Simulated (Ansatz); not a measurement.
# What AlBiSe3 (model cell, started as cubic perovskite with Al in the octahedra) distorts into, part 3 of 3

Wanted: the energy along a soft mode of AlBiSe3 (model cell, started as cubic perovskite with Al in the octahedra) and the structure at the end.

Ansatz 0.2.0; DFT PBEsol, scalar-relativistic, plane waves, PAW.

So far. Step 4 (The mode frozen in, largest atomic shift 0.6 Å): The run ends at a pressure of 0.54 GPa, with forces up to 1.1 eV/Å. Step 5 (Energy along the mode, all amplitudes (two of the runs …): The lowest of the steps tried is the last one, at 0.6 Å, 211 meV/atom below the parent; the bottom of the well need not coincide with a step. The relaxed cell has a, b, c = 6.931, 9.828, 6.928 Å (conventional setting).

The structure was built from a prototype and need not be the compound's stable phase.

### Step 7. Modes of the new phase

A relaxed structure may still be a saddle point, so its zone-centre modes are computed. No field response is asked, since the mesh shows no gap.

Input file input.yaml:

```yaml
crystal:
  lattice:
    - [4.9007872246, 4.9007872246, 0.0]
    - [4.89996567, 0.0008215546, 4.9140724809]
    - [4.89996567, 0.0008215546, -4.9140724809]
  atoms:
    - { symbol: Bi, position: [-0.0426615958, 0.0426615958, 1.0426615958] }
    - { symbol: Bi, position: [0.0426615958, 0.4573384042, 0.4573384042] }
    - { symbol: Al, position: [0.5, 0.25, 0.75] }
    - { symbol: Al, position: [0.5, 0.75, 0.25] }
    - { symbol: Se, position: [0.3905338159, 0.6094661841, 0.6094661841] }
    - { symbol: Se, position: [0.6094661841, -0.1094661841, -0.1094661841] }
    - { symbol: Se, position: [0.0, 0.0628725211, 0.4371274789] }
    - { symbol: Se, position: [0.0, 0.4371274789, 0.0628725211] }
    - { symbol: Se, position: [0.5, 0.0628725211, 0.4371274789] }
    - { symbol: Se, position: [0.5, 0.4371274789, 0.0628725211] }
kpoints:
  mp_grid: { grid: [6, 6, 6] }
hamiltonian:
  xc: pbesol
scf:
  occupations: { method: methfessel_paxton, width: 0.15 }
output:
  eigenvalues: true
phonons:
  method: dfpt
```

The run is started by

```console
$ ansatz run input.yaml --threads 8 --pin off --max-ram 14336MiB --backend cpu --events-out ev --progress --plain --runs-dir out
```

Numbers of over 12 decimals in the logs are rounded to 6 here.

The log of the run:

```text
[...]
Crystal: 10 atoms, lattice volume = 235.970 Å³
Basis set: ecut = 420 eV, 4645 PW (Γ), exchange–correlation on 96×96×96 points (8 copies of the dense FFT grid, shifted against one another)
Bands: 80, of which v1, the nominal top of the filled ones, is band 66 counted from 1 (65 counted from 0)
Symmetry: 8 space group operations
k-points: 112 of 216 (irreducible under 1 space group operation, time reversal used)
[...]
SCF iter   1: F=—  HF=-58082.834015 eV  |F-HF|=—  |Δ(HF+E_count)|=         —  Δρ=2.52e-3  dr2=2.03e-2  ethr=1.77e-3  ⟨swp⟩=7.0  Hψ=34869  notcnv=0  defer=27
[...]
SCF iter  13: F=-58082.826827 eV  HF=-58082.826827 eV  |F-HF|=7.28e-12  |Δ(HF+E_count)|=  7.28e-12  S|Δr|=    0.00e0  Δρ=2.42e-8  dr2=4.29e-12  ethr=1.00e-12  ⟨swp⟩=10.5  Hψ=43480  notcnv=0
SCF 1 converged in 13 iterations: F = -58082.826827 eV  dr2 = 4.29e-12
[...]
DFPT response loops at Γ: preconditioner auto → Kerker (q_TF=auto, 2.477 Å⁻¹) (partly filled bands, converged f_vac=0.004); β = 1.00, the filter's whole step (`scf.mixing.beta` (0.50) is not read by the response loops under this deck's `scf.mixing.preconditioner`; to damp them name `kerker` or `kerker_dos`, under which they read `scf.mixing.beta`, and type it under 1.00, their step now; both keys bind the ground state too); Broyden in place of MSR1
SCF converged after 13 iterations
[...]
Free energy (F): -58082.826827 eV
[...]
Internal energy: -58082.829908 eV  (E = F + TS)
E sigma→0 (E₀):  -58082.827597 eV
Entropy (-TS):   0.003081 eV (0.308 meV/atom)
Fermi energy:    9.073121 eV
[...]
--- Band table (eV; the first three rows and the last of 112) ---
  k-point 0: bands = [... 62 lower, 8.1399, 8.3462, 8.8137, 8.9187, 10.4663, 11.3305, 11.7994, 11.8398, ... 10 higher]
  k-point 1: bands = [... 62 lower, 8.3592, 8.5487, 8.6979, 9.0505, 10.3832, 10.9706, 11.2486, 11.8663, ... 10 higher]
  k-point 2: bands = [... 62 lower, 8.4218, 8.5491, 8.7136, 8.9232, 10.0836, 10.4577, 10.8565, 11.4239, ... 10 higher]
  k-point 111: bands = [... 62 lower, 8.0316, 8.1132, 8.1899, 8.5543, 10.0496, 10.9943, 11.1102, 11.5103, ... 10 higher]
--- Phonons (Γ-DFPT): 9 representative perturbations + reference, on 112 of 216 k-points (Σ response iterations 35) ---
  k mesh reduced under 1 symmetry operation, with k and −k counted as one. Each operation leaves every solved perturbation unchanged. A smaller set is not used because it would not reduce the number of displacements times k-points to solve
  ASR residual: 3.835e-5 → 0.000e0 eV/Å²; symmetrization residual: 2.808e-5 eV/Å²
  ASR residual per site (eV/Å²): 1.87e-5 1.87e-5 3.84e-5 3.84e-5 1.87e-5 1.87e-5 3.38e-5 3.38e-5 3.38e-5 3.38e-5
  Γ frequencies (cm⁻¹): -77.07 -13.80 0.00 0.00 0.00 55.62 70.15 75.92 76.09 77.04 81.05 105.44 110.86 121.49 128.09 131.64 132.28 134.07 135.68 143.26 147.16 149.45 159.64 207.21 207.63 248.59 257.34 287.55 289.32 314.42
  non-analytic LO–TO correction: not included (Born effective charges unavailable; polar crystals: no LO–TO splitting at Γ)
```

Elapsed: 4.2 min, on 8 threads of Intel Xeon 6975P-C (Granite Rapids), shared host; peak memory 6.5 GiB; 27 min of CPU time.

This step gave:

```yaml
sum_rule_residual_before_enforcement: 3.84e-5 eV/Å²
point_group: mmm
highest_optical_mode_at_the_zone_centre_no_lo_to_term: 314.4 cm⁻¹
lowest_optical_zone_centre_mode: -77.07 cm⁻¹
```

Patterns of degenerate modes are one choice out of their space. The modes at Γ (shares of kinetic energy by element, %) (negative means imaginary):

```
mode  frequency (cm⁻¹)  symmetry  Bi %  Al %  Se %
   1             -77.1       B3u    29     0    71
   2             -13.8       B2g    62     0    38
   3               0.0  acoustic    44     6    50
   4               0.0  acoustic    44     6    50
   5               0.0  acoustic    44     6    50
   6              55.6       B3g    90     0    10
   7              70.2        Ag    92     0     8
   8              75.9       B3u    13    29    58
   9              76.1       B2u    27    36    37
  10              77.0       B2g    30     0    70
  11              81.0       B1u    48    13    39
  12             105.4       B1g     0     0   100
  13             110.9       B3u    14     1    84
  14             121.5        Au     0     1    99
  15             128.1       B3g     1     0    99
  16             131.6        Ag     0     0   100
  17             132.3       B2g     9     0    91
  18             134.1       B2u    28    14    58
  19             135.7       B3g     9     0    91
  20             143.3       B1u     0    11    89
  21             147.2       B1g     0     0   100
  22             149.4       B1u     8    11    81
  23             159.6        Ag     8     0    92
  24             207.2       B2u     0    46    54
  25             207.6       B3g     0     0   100
  26             248.6       B1u     0    94     6
  27             257.3       B3u     0    64    36
  28             287.6       B1u     0    65    35
  29             289.3        Au     0    99     1
  30             314.4       B2u     0    99     1
```

Displacements in mode 1 (-77.1 cm⁻¹), the largest set to 1:
```
Bi1 -0.40 -0.40  0.00
Bi2 -0.40 -0.40  0.00
Al3  0.06  0.06  0.00
Al4  0.06  0.06  0.00
Se5  1.00  1.00  0.00
Se6  1.00  1.00  0.00
Se7 -0.12  0.15  0.00
Se8 -0.12  0.15  0.00
Se9  0.15 -0.12  0.00
Se10 0.15 -0.12  0.00
```

Displacements in mode 11 (81.0 cm⁻¹), the largest set to 1:
```
Bi1  0.69 -0.69  0.00
Bi2  0.69 -0.69  0.00
Al3 -1.00  1.00  0.24
Al4 -1.00  1.00 -0.24
Se5 -0.52  0.52  0.00
Se6 -0.52  0.52  0.00
Se7 -0.09  0.87  0.00
Se8 -0.09  0.87  0.00
Se9 -0.87  0.09  0.00
Se10-0.87  0.09  0.00
```

Before it was imposed, the acoustic sum rule was missed by 3.8e-5 eV/Å². Small misses are needed for a sound result but don't prove that mesh and cutoff are converged. The lowest optical mode is imaginary, 77.1i cm⁻¹, so the energy falls along it.

### Step 8. What came out

- unstable mode of the parent: q = (-0.5, -0.5, -0.5), 148i cm⁻¹
- depth at the lowest point sampled: 211 meV/atom
- largest atomic shift at that point: 0.6 Å
- space group reached (within 0.01 Å): Imma
- energy gained over the parent (first relaxation, on the mesh of the frozen mode): 293 meV/atom
- volume per atom, phase reached: 23.6 Å³
- lowest optical zone-centre mode, phase reached: -77.1 cm⁻¹
- highest optical mode at the zone centre (no LO-TO term), phase reached: 314 cm⁻¹

**Reading.** Along this mode the structure falls into Imma, 293 meV/atom below the parent. At the parent's cell the well is 210.5 meV/atom deep on the steps tried, with its lowest point at a shift of 0.6 Å. That is the last step tried, so the steps alone don't bracket the bottom of the well. Relaxing atoms and cell changes the gain by +82.76 meV/atom against the lowest step (energies at zero smearing). The new phase still has an imaginary mode at the zone centre of its cell, so it is a saddle point on the way to a lower structure. Of the 5 patterns followed to their end from this parent, this one reaches the lowest energy. Each path keeps the symmetry of its pattern, so a lower phase may lie along a pattern not tried. With no gap, or one that is small against the smearing, the frequencies hang on the k mesh and the smearing, most of all near Kohn anomalies. A semilocal functional can close a gap that the real compound would have, so the metallic treatment may be an artefact of the level. Spin-orbit coupling is left out, which can matter for the heavy elements here. A phonon run warned that its eigensolver left some bands unconverged in a pass. The starting cell was built on a prototype and not taken from a measurement, so the phase need not exist.

[Logs are printed without paths, hosts, clocks, repeated set-up lines and the standing remarks that a program may print on its own settings, such as how far it seeks lower states.]

[Hosts, paths, dates, database ids (printed as entryN), source tags and the programs' standing remarks are cut or masked in the printed files.]
